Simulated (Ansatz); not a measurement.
## How fast states decay through K2NaBr3

Wanted: the relaxed cell of K2NaBr3, its band edges and its decay constants. It is built by putting Br for Cl in the K2NaCl3 structure of space group P-3m1, with the volume rescaled by atomic radii. The parent structure comes from the Materials Project.

Main program and level: Ansatz 0.2.0; LDA DFT, plane waves, PAW files, in the first sound run; inputs show where later runs differ.

The structure was built from a prototype and need not be the compound's stable phase.

**1. The starting structure**

The structure is trigonal, space group P-3m1 (No. 164). Conventional cell: a = 4.403 Å, b = 4.403 Å, c = 10.891 Å, α = 90.00°, β = 90.00°, γ = 120.00°. Nearest to K lie 6 Br at 3.20 Å. Na has 6 Br at 2.98 Å nearest. Nearest to Br lie 3 Na at 2.98 Å and 3 K at 3.20 Å. Nearest to Br lie 6 K at 3.20 Å. It derives from K2NaCl3. Br for Cl in the K2NaCl3 structure of space group P-3m1. Farther neighbours and most contacts between anions are not listed.

**2. Cell and atoms at rest**

The substituted atoms don't fit the parent's cell, so cell and atoms relax together. A small smearing keeps the run stable in case the gap closes on the way.

File input.yaml:

```yaml
crystal:
  lattice:
    - [4.403444674, 0.0, 0.0]
    - [-2.201722337, 3.8134949518, 0.0]
    - [0.0, 0.0, 10.8908929669]
  atoms:
    - { symbol: K, position: [0.3333333333, 0.6666666667, 0.67902339] }
    - { symbol: K, position: [0.6666666667, 0.3333333333, 0.32097661] }
    - { symbol: Na, position: [0.0, 0.0, 0.0] }
    - { symbol: Br, position: [0.3333333333, 0.6666666667, 0.1429916] }
    - { symbol: Br, position: [0.6666666667, 0.3333333333, 0.8570084] }
    - { symbol: Br, position: [0.0, 0.0, 0.5] }
kpoints:
  mp_grid: { grid: [6, 6, 2] }
scf:
  occupations: { method: gaussian, width: 0.03 }
hamiltonian:
  xc: lda
output:
  forces: true
  stress: true
relax:
  f_tol: 0.02
  max_steps: 60
  cell: {}
```

On the command line:

```console
$ ansatz run input.yaml --threads 2 --pin off --max-ram 4096MiB --backend cpu --events-out ev --progress --plain --runs-dir out
```

Numbers of over 12 decimals in the logs are rounded to 6 here.

What it wrote:

```text
Engine: ansatz 0.2.0, aarch64-unknown-linux-gnu
Pseudopotentials: kind: paw
Pseudopotential: K, paw, valence charge 9, recommended cutoff 420 eV (normal), K.paw.azcp
Pseudopotential: Na, paw, valence charge 9, recommended cutoff 420 eV (normal), Na.paw.azcp
Pseudopotential: Br, paw, valence charge 7, recommended cutoff 420 eV (normal), Br.paw.azcp
Functional definition: SPW92
  exchange = slater_x
  correlation = pw_c
Crystal: 6 atoms, lattice volume = 182.885 Å³
Basis set: ecut = 420 eV, 3631 PW (Γ)
Bands: 30, of which v1, the nominal top of the filled ones, is band 24 counted from 1 (23 counted from 0)
Symmetry: 12 space group operations
Space group: P-3m1 (ITA 164), of the structure as read, at distance tolerance 5.7e-5 Å
k-points: 14 of 72
Non-local potential: K, projectors of the file, l = 0: 3, l = 1: 2, l = 2: 2
Non-local potential: Na, projectors of the file, l = 0: 3, l = 1: 2, l = 2: 1
Non-local potential: Br, projectors of the file, l = 0: 2, l = 1: 2, l = 2: 2
PAW form: soft (Blöchl's): semilocal exchange-correlation on the pseudo side does not see the compensation charge
PAW frozen core: K, regenerated for the run's functional, and the local potential with it (the file was generated under x = pbe(κ = 0.804, μ = 0.219515), c = pbe(β = 0.066725))
PAW frozen core: Na, regenerated for the run's functional, and the local potential with it (the file was generated under x = pbe(κ = 0.804, μ = 0.219515), c = pbe(β = 0.066725))
PAW frozen core: Br, regenerated for the run's functional, and the local potential with it (the file was generated under x = pbe(κ = 0.804, μ = 0.219515), c = pbe(β = 0.066725))
PAW one-centre angular grid: K, 110 points (default); XC on 64 Gauss nodes
PAW one-centre angular grid: Na, 110 points (default); XC on 64 Gauss nodes
PAW one-centre angular grid: Br, 110 points (default); XC on 64 Gauss nodes
Initial density: superposition of atomic densities (neutral atoms: chi_scale 0, normalization atom), corrected by the library's trained network
Initial wavefunctions: pseudopotential atomic-orbital guess
Functional: x = slater, c = lda
SCF iter   1: F=—  HF=-12550.828148 eV  |F-HF|=—  |Δ(HF+E_count)|=         —  Δρ=5.29e-3  dr2=3.15e-2  ethr=1.77e-3  ⟨swp⟩=10.4  Hψ=2481  notcnv=0  defer=1
preconditioner: auto → Resta (q_TF=auto, 2.183 Å⁻¹)  ε∞=2.6  [insulator: Δε(μ)=4.040 eV  Ē_g=13.001 eV  σ=0.030 eV  W_gap=1.00  n_scr=36 (ndim 8)  ℏωp=16.5 eV  f_vac=0.036  D(μ)=0.00/eV (n_scr^D=0)  ε∞_Penn≈2.6]
SCF iter   2: F=—  HF=-12550.817214 eV  |F-HF|=—  |Δ(HF+E_count)|=   1.09e-2  Δρ=2.56e-3  dr2=8.42e-3  ethr=6.55e-5  ⟨swp⟩=2.1  Hψ=935  notcnv=0  defer=19
SCF iter   3: F=—  HF=-12550.815099 eV  |F-HF|=—  |Δ(HF+E_count)|=   2.11e-3  Δρ=4.88e-4  dr2=3.49e-4  ethr=1.75e-5  ⟨swp⟩=1.6  Hψ=516  notcnv=0  defer=19
SCF iter   4: F=—  HF=-12550.815077 eV  |F-HF|=—  |Δ(HF+E_count)|=   2.27e-5  Δρ=8.90e-5  dr2=1.20e-5  ethr=7.28e-7  ⟨swp⟩=2.1  Hψ=546  notcnv=0  defer=19
SCF iter   5: F=—  HF=-12550.815154 eV  |F-HF|=—  |Δ(HF+E_count)|=   7.71e-5  Δρ=1.43e-5  dr2=4.77e-7  ethr=2.50e-8  ⟨swp⟩=2.1  Hψ=562  notcnv=0  defer=19
SCF iter   6: F=-12550.815154 eV  HF=-12550.815154 eV  |F-HF|=3.03e-9  |Δ(HF+E_count)|=   3.23e-7  Δρ=3.01e-6  dr2=1.90e-8  ethr=2.08e-10  ⟨swp⟩=5.0  Hψ=1612  notcnv=0
SCF 1 converged in 6 iterations: F = -12550.815154 eV  dr2 = 1.90e-8
  greatest PAW one-centre occupation: 0.999 electrons in one spin orbital (limit 2), on the Na atom at site 2 (counted from 0), in its partial waves of l = 0
relax step   1: F+E_penalty+E_count = -12550.81515397 eV  Δ(F+E_penalty+E_count) = +0.000e0 eV  max|allowed force component| = 3.316e-2 eV/Å  Δτ_max = 0.0000 Å  P = -0.698 GPa  Ω = 182.885 Å³  (6 SCF iters, dr2 threshold 1.00e-7 eV, accepted)
Crystal: 6 atoms, lattice volume = 178.940 Å³
Basis set: ecut = 420 eV, 3499 PW (Γ)
Initial density: handed on by an earlier stage of this run
Initial wavefunctions: those handed on with the density
iter 1 solved again at ethr=6.11e-6 eV; its pass at ethr=3.10e-3 eV (dr2=2.93e-3 eV) is discarded
SCF iter   1: F=—  HF=-12550.829695 eV  |F-HF|=—  |Δ(HF+E_count)|=         —  Δρ=1.06e-3  dr2=3.28e-3  ethr=6.11e-6  ⟨swp⟩=2.0  Hψ=2652  notcnv=0
preconditioner: auto → Resta (q_TF=auto, 2.191 Å⁻¹)  ε∞=2.6  [insulator: Δε(μ)=4.118 eV  Ē_g=13.091 eV  σ=0.030 eV  W_gap=1.00  n_scr=36 (ndim 8)  ℏωp=16.7 eV  f_vac=0.022  D(μ)=0.00/eV (n_scr^D=0)  ε∞_Penn≈2.6]
SCF iter   2: F=—  HF=-12550.828556 eV  |F-HF|=—  |Δ(HF+E_count)|=   1.14e-3  Δρ=3.50e-4  dr2=4.23e-4  ethr=6.11e-6  ⟨swp⟩=2.0  Hψ=504  notcnv=0
SCF iter   3: F=—  HF=-12550.828472 eV  |F-HF|=—  |Δ(HF+E_count)|=   8.44e-5  Δρ=1.26e-4  dr2=3.94e-5  ethr=8.82e-7  ⟨swp⟩=2.0  Hψ=575  notcnv=0
SCF iter   4: F=—  HF=-12550.828459 eV  |F-HF|=—  |Δ(HF+E_count)|=   1.26e-5  Δρ=3.01e-5  dr2=9.17e-7  ethr=8.21e-8  ⟨swp⟩=2.5  Hψ=774  notcnv=0
SCF iter   5: F=-12550.828459 eV  HF=-12550.828459 eV  |F-HF|=3.06e-8  |Δ(HF+E_count)|=   2.15e-7  Δρ=7.14e-6  dr2=9.45e-8  ethr=1.25e-9  ⟨swp⟩=4.4  Hψ=1497  notcnv=0
SCF 2 converged in 5 iterations: F = -12550.828459 eV  dr2 = 9.45e-8
relax step   2: F+E_penalty+E_count = -12550.82845899 eV  Δ(F+E_penalty+E_count) = -1.331e-2 eV  max|allowed force component| = 4.759e-3 eV/Å  Δτ_max = 0.0188 Å  P = -0.257 GPa  Ω = 178.940 Å³  energy of the carried Pulay correction = +3.904e-4 eV  (5 SCF iters, dr2 threshold 6.00e-7 eV, accepted)
Crystal: 6 atoms, lattice volume = 176.372 Å³
Basis set: ecut = 420 eV, 3461 PW (Γ)
iter 1 solved again at ethr=1.66e-6 eV; its pass at ethr=3.10e-3 eV (dr2=7.98e-4 eV) is discarded
SCF iter   1: F=—  HF=-12550.830667 eV  |F-HF|=—  |Δ(HF+E_count)|=         —  Δρ=5.46e-4  dr2=9.97e-4  ethr=1.66e-6  ⟨swp⟩=2.4  Hψ=2466  notcnv=0
preconditioner: auto → Resta (q_TF=auto, 2.196 Å⁻¹)  ε∞=2.6  [insulator: Δε(μ)=4.166 eV  Ē_g=13.124 eV  σ=0.030 eV  W_gap=1.00  n_scr=36 (ndim 8)  ℏωp=16.8 eV  f_vac=0.021  D(μ)=0.00/eV (n_scr^D=0)  ε∞_Penn≈2.6]
SCF iter   2: F=—  HF=-12550.830326 eV  |F-HF|=—  |Δ(HF+E_count)|=   3.41e-4  Δρ=2.03e-4  dr2=1.35e-4  ethr=1.66e-6  ⟨swp⟩=2.0  Hψ=630  notcnv=0
SCF iter   3: F=—  HF=-12550.830337 eV  |F-HF|=—  |Δ(HF+E_count)|=   1.07e-5  Δρ=7.35e-5  dr2=1.31e-5  ethr=2.81e-7  ⟨swp⟩=2.1  Hψ=612  notcnv=0
SCF iter   4: F=—  HF=-12550.830333 eV  |F-HF|=—  |Δ(HF+E_count)|=   3.52e-6  Δρ=1.21e-5  dr2=2.53e-7  ethr=2.73e-8  ⟨swp⟩=2.3  Hψ=718  notcnv=0
SCF iter   5: F=-12550.830333 eV  HF=-12550.830333 eV  |F-HF|=2.76e-9  |Δ(HF+E_count)|=   1.95e-8  Δρ=3.48e-6  dr2=1.69e-8  ethr=3.52e-10  ⟨swp⟩=4.4  Hψ=1394  notcnv=0
SCF 3 converged in 5 iterations: F = -12550.830333 eV  dr2 = 1.69e-8
relax step   3: F+E_penalty+E_count = -12550.83033330 eV  Δ(F+E_penalty+E_count) = -1.874e-3 eV  max|allowed force component| = 1.146e-2 eV/Å  Δτ_max = 0.0092 Å  P = +0.049 GPa  Ω = 176.372 Å³  energy of the carried Pulay correction = +6.491e-4 eV  (5 SCF iters, dr2 threshold 1.69e-7 eV, accepted)
[...]
relax step   4: F+E_penalty+E_count = -12550.83045496 eV  Δ(F+E_penalty+E_count) = -1.217e-4 eV  max|allowed force component| = 3.263e-3 eV/Å  Δτ_max = 0.0067 Å  P = +0.003 GPa  Ω = 176.767 Å³  energy of the carried Pulay correction = +6.091e-4 eV  (5 SCF iters, dr2 threshold 8.34e-9 eV, accepted)
Initial wavefunctions: pseudopotential atomic-orbital guess (no wavefunctions were taken with the density)
iter 1 solved again at ethr=1.95e-7 eV; its pass at ethr=3.10e-3 eV (dr2=9.34e-5 eV) is discarded
SCF iter   1: F=—  HF=-12550.829739 eV  |F-HF|=—  |Δ(HF+E_count)|=         —  Δρ=3.06e-5  dr2=2.27e-7  ethr=1.95e-7  ⟨swp⟩=3.8  Hψ=3713  notcnv=0
SCF iter   2: F=—  HF=-12550.829825 eV  |F-HF|=—  |Δ(HF+E_count)|=   8.59e-5  Δρ=1.60e-5  dr2=6.08e-8  ethr=4.73e-10  ⟨swp⟩=2.4  Hψ=721  notcnv=0
SCF iter   3: F=—  HF=-12550.829825 eV  |F-HF|=—  |Δ(HF+E_count)|=   3.42e-8  Δρ=8.83e-7  dr2=7.09e-10  ethr=1.27e-10  ⟨swp⟩=1.9  Hψ=696  notcnv=0
SCF iter   4: F=-12550.829825 eV  HF=-12550.829825 eV  |F-HF|=7.28e-12  |Δ(HF+E_count)|=  3.06e-10  Δρ=2.01e-7  dr2=3.31e-11  ethr=1.00e-12  ⟨swp⟩=5.1  Hψ=1664  notcnv=0
SCF 5 converged in 4 iterations: F = -12550.829825 eV  dr2 = 3.31e-11
relax step   5: F+E_penalty+E_count = -12550.82982530 eV  Δ(F+E_penalty+E_count) = +6.297e-4 eV  max|allowed force component| = 3.267e-3 eV/Å  Δτ_max = 0.0000 Å  P = +0.003 GPa  Ω = 176.767 Å³  stress off target by 9.33e-3 GPa  SCF on the basis re-selected at this cell (its energy is not comparable with the rows above)  (4 SCF iters)
basis re-selected at this cell: Δ(F+E_penalty+E_count) = +6.297e-4 eV, ΔP = +0.000 GPa vs the last step (what re-selecting the basis moved, of the pressure what is left beyond the Pulay correction that the steps carried, after the strain that the cell walked since its last selection, with what the two solves' SCF thresholds leave and, on support functions, any second-order correction that the steps lacked; it is no m [...]
SCF converged after 4 iterations
Free energy (F): -12550.829825 eV
Harris-Foulkes:  -12550.829825 eV  (|F-HF|=7.28e-12)
Internal energy: -12550.829825 eV  (E = F + TS)
E sigma→0 (E₀):  -12550.829825 eV
Fermi energy:    3.841617 eV
--- Per-component energies (eV) ---
  E_band       = -473.635741
  E_kinetic    = 1034.520849
  E_local      = -3164.919461  (includes V_loc(G=0)·N_el)
  E_nonlocal   = 363.077325
  E_hartree    = 1063.481621
  E_xc         = -1091.156450
  E_vxc        = -695.545947  (∫ρ·V_xc dr)
  E_paw        = -8212.028185  (= ΣΔE_a)
  E_vpaw       = -137.731820  (= ΣTr[D̂ρ^β])
  E_aug_tail   = -0.000063  (compensation charges beyond the density's cutoff)
  E_ewald      = -2545.080884
  E_core_change = 1.275424  (= ΣΔE_core)
  E_smearing   = -0.000000  (= −TS)
  E_closure    = -0.000000  (closes the sum)
  Σ components = -12550.829825   (vs F -12550.829825, Δ=0.00e0)
--- Forces (eV/Å), atoms counted from 1 ---
  atom   1  K      0.00000000     0.00000000     0.00326652
  atom   2  K     -0.00000000    -0.00000000    -0.00326652
  atom   3  Na    -0.00000000    -0.00000000     0.00000000
  atom   4  Br     0.00000000     0.00000000    -0.00069086
  atom   5  Br    -0.00000000    -0.00000000     0.00069086
  atom   6  Br     0.00000000    -0.00000000     0.00000000
  max |Σ_I F_I| component: 9.32e-18 eV/Å
--- Stress (GPa, compression-positive) ---
        0.000290       0.000000      -0.000000
       -0.000000       0.000290       0.000000
       -0.000000       0.000000       0.009328
  P = ⅓ Tr σ = 0.0033 GPa (0.033 kbar)
--- Relaxed structure (4 steps of the walk, 4 accepted, 1 SCFs on fresh bases) ---
  F+E_penalty+E_count = -12550.82982530 eV   max|allowed force component| = 3.267e-3 eV/Å   (the final SCF, on the basis selected at the relaxed cell)
  cell:  # Å, volume = 176.7666 Å³
    - [4.352025, 0, -7.222374261765005e-18]
    - [-2.176013, 3.768965, 3.611187130882504e-18]
    - [-1.786285757526528e-17, 0, 10.776725]
  atoms:
    - { symbol: K, position: [0.333333, 0.666667, 0.677471] }
    - { symbol: K, position: [0.666667, 0.333333, 0.322529] }
    - { symbol: Na, position: [0, 0, -1.3273502007970037e-19] }
    - { symbol: Br, position: [0.333333, 0.666667, 0.144366] }
    - { symbol: Br, position: [0.666667, 0.333333, 0.855634] }
    - { symbol: Br, position: [0.0, 0, 0.500000] }
```

Wall time 7.1 s (2 threads of Arm Neoverse V2, shared host); peak memory 0.41 GiB.

Step by step:

```csv
step,energy less that of the first step (eV),largest force component (eV/Å),pressure (GPa),volume (Å³)
1,0.0000,0.0332,-0.70,182.89
2,-0.0133,0.0048,-0.26,178.94
3,-0.0152,0.0115,0.05,176.37
4,-0.0153,0.0033,0.00,176.77
5*,-0.0147,0.0033,0.00,176.77
```

Relaxation steps marked * repeat the geometry before them on a plane-wave basis chosen anew for their cell, so energy and pressure can jump there.

Forces are held to the 12 operations that the run works with; a distortion that breaks them can't arise in this run.

```csv
"conventional cell, symmetrised",before,after,change
a (Å),4.403,4.352,-1.2 %
b (Å),4.403,4.352,-1.2 %
c (Å),10.891,10.777,-1.0 %
volume (Å³/atom),30.48,29.46,-3.3 %
```

The atoms that moved most (Å, as changes of fractional coordinates times the final cell):

```csv
atom,dx,dy,dz,length
K1,0.000,0.000,-0.017,0.017
K2,0.000,0.000,0.017,0.017
Br4,0.000,0.000,0.015,0.015
Br5,0.000,0.000,-0.015,0.015
```

Final coordinates:

```cif
data_structure
_symmetry_space_group_name_H-M 'P 1'
_symmetry_Int_Tables_number 1
_cell_length_a 4.3520
_cell_length_b 4.3520
_cell_length_c 10.7767
_cell_angle_alpha 90.000
_cell_angle_beta 90.000
_cell_angle_gamma 120.000
_cell_volume 176.77
loop_
_atom_site_label
_atom_site_type_symbol
_atom_site_fract_x
_atom_site_fract_y
_atom_site_fract_z
_atom_site_occupancy
K1 K 0.33333 0.66667 0.67747 1
K2 K 0.66667 0.33333 0.32253 1
Na3 Na 0.00000 0.00000 0.00000 1
Br4 Br 0.33333 0.66667 0.14437 1
Br5 Br 0.66667 0.33333 0.85563 1
Br6 Br 0.00000 0.00000 0.50000 1
```

This step gave:

| Quantity | Value |
| --- | --- |
| free energy | -12550.8298 eV |
| Fermi energy | 3.842 eV |
| pressure | 0.003303 GPa |

The largest force component on a free atom ends at 0.0033 eV/Å.

**3. Band edges**

The energy window and the wavevectors of the next steps follow from the band edges, so these are searched first, off the mesh as well.

File input.yaml:

```yaml
crystal:
  lattice:
    - [4.3520253462, 0.0, 0.0]
    - [-2.1760126731, 3.7689645077, 0.0]
    - [0.0, 0.0, 10.7767252006]
  atoms:
    - { symbol: K, position: [0.3333333333, 0.6666666667, 0.6774714839] }
    - { symbol: K, position: [0.6666666667, 0.3333333333, 0.3225285161] }
    - { symbol: Na, position: [0.0, 0.0, 0.0] }
    - { symbol: Br, position: [0.3333333333, 0.6666666667, 0.1443663617] }
    - { symbol: Br, position: [0.6666666667, 0.3333333333, 0.8556336383] }
    - { symbol: Br, position: [0.0, 0.0, 0.5] }
kpoints:
  mp_grid: { grid: [6, 6, 2] }
  band_path: { path: [VBM, CBM], npoints: 30 }
scf:
  occupations: { method: fixed }
hamiltonian:
  xc: lda
output:
  eigenvalues: true
  write_potential: true
  write_density: true
  volumetric_format: npy
```

What it wrote:

```text
[...]
Crystal: 6 atoms, lattice volume = 176.767 Å³
Basis set: ecut = 420 eV, 3463 PW (Γ)
Bands: 30, of which v1, the nominal top of the filled ones, is band 24 counted from 1 (23 counted from 0)
Symmetry: 12 space group operations
[...]
k-points: 14 of 72
[...]
SCF iter   1: F=—  HF=-12550.842296 eV  |F-HF|=—  |Δ(HF+E_count)|=         —  Δρ=5.43e-3  dr2=3.17e-2  ethr=1.77e-3  ⟨swp⟩=5.0  Hψ=1773  notcnv=0  defer=40
[...]
SCF iter   6: F=-12550.829825 eV  HF=-12550.829825 eV  |F-HF|=4.33e-8  |Δ(HF+E_count)|=   2.76e-7  Δρ=5.04e-6  dr2=5.71e-8  ethr=2.08e-10  ⟨swp⟩=11.8  Hψ=2414  notcnv=0
SCF 1 converged in 6 iterations: F = -12550.829825 eV  dr2 = 5.71e-8
[...]
NSCF: frozen V_eff on 34 k-points
[...]
SCF converged after 6 iterations
Free energy (F): -12550.829825 eV
[...]
Internal energy: -12550.829825 eV  (E = F + TS)
E sigma→0 (E₀):  -12550.829825 eV
Fermi energy:    1.756301 eV
[...]
--- Band table (eV; the first three rows and the last of 14) ---
  k-point 0: bands = [... 20 lower, 1.4170, 1.7272, 1.7272, 1.7563, 5.9270, 7.6706, 7.8582, 8.8603, ... 2 higher]
  k-point 1: bands = [... 20 lower, 1.6086, 1.6086, 1.6220, 1.6220, 6.6500, 6.8269, 7.9681, 8.5498, ... 2 higher]
  k-point 2: bands = [... 20 lower, 1.3176, 1.3892, 1.6513, 1.6594, 6.6676, 8.0468, 8.2709, 8.7194, ... 2 higher]
  k-point 13: bands = [... 20 lower, 0.8579, 1.0466, 1.3569, 1.3569, 8.6799, 8.9360, 8.9360, 9.2569, ... 2 higher]
```

It took 7.2 s on 2 threads; peak memory 0.39 GiB.

This step gave:

- Fermi energy: 1.756 eV
- gap on the k-mesh: 4.171 eV
- gap on path: 4.171 eV, by band count; negative where bands overlap
- direct gap on path: 4.171 eV
- edge places on path: 0, 0 1/A along the path

Levels at VBM (eV): -1.57, -1.32, -0.36, -0.36, -0.34, -0.34, -0.03, -0.03, 0.00, 4.17, 5.91, 6.10, 7.10, 7.37, 7.67.

The searched edges give 4.17 eV, as on the mesh.

[end of part 1 of 3]

[Logs are printed without paths, hosts, clocks, repeated set-up lines and the standing remarks that a program may print on its own settings, such as how far it seeks lower states.]

[Hosts, paths, dates, database ids (printed as entryN), source tags and the programs' standing remarks are cut or masked in the printed files.]
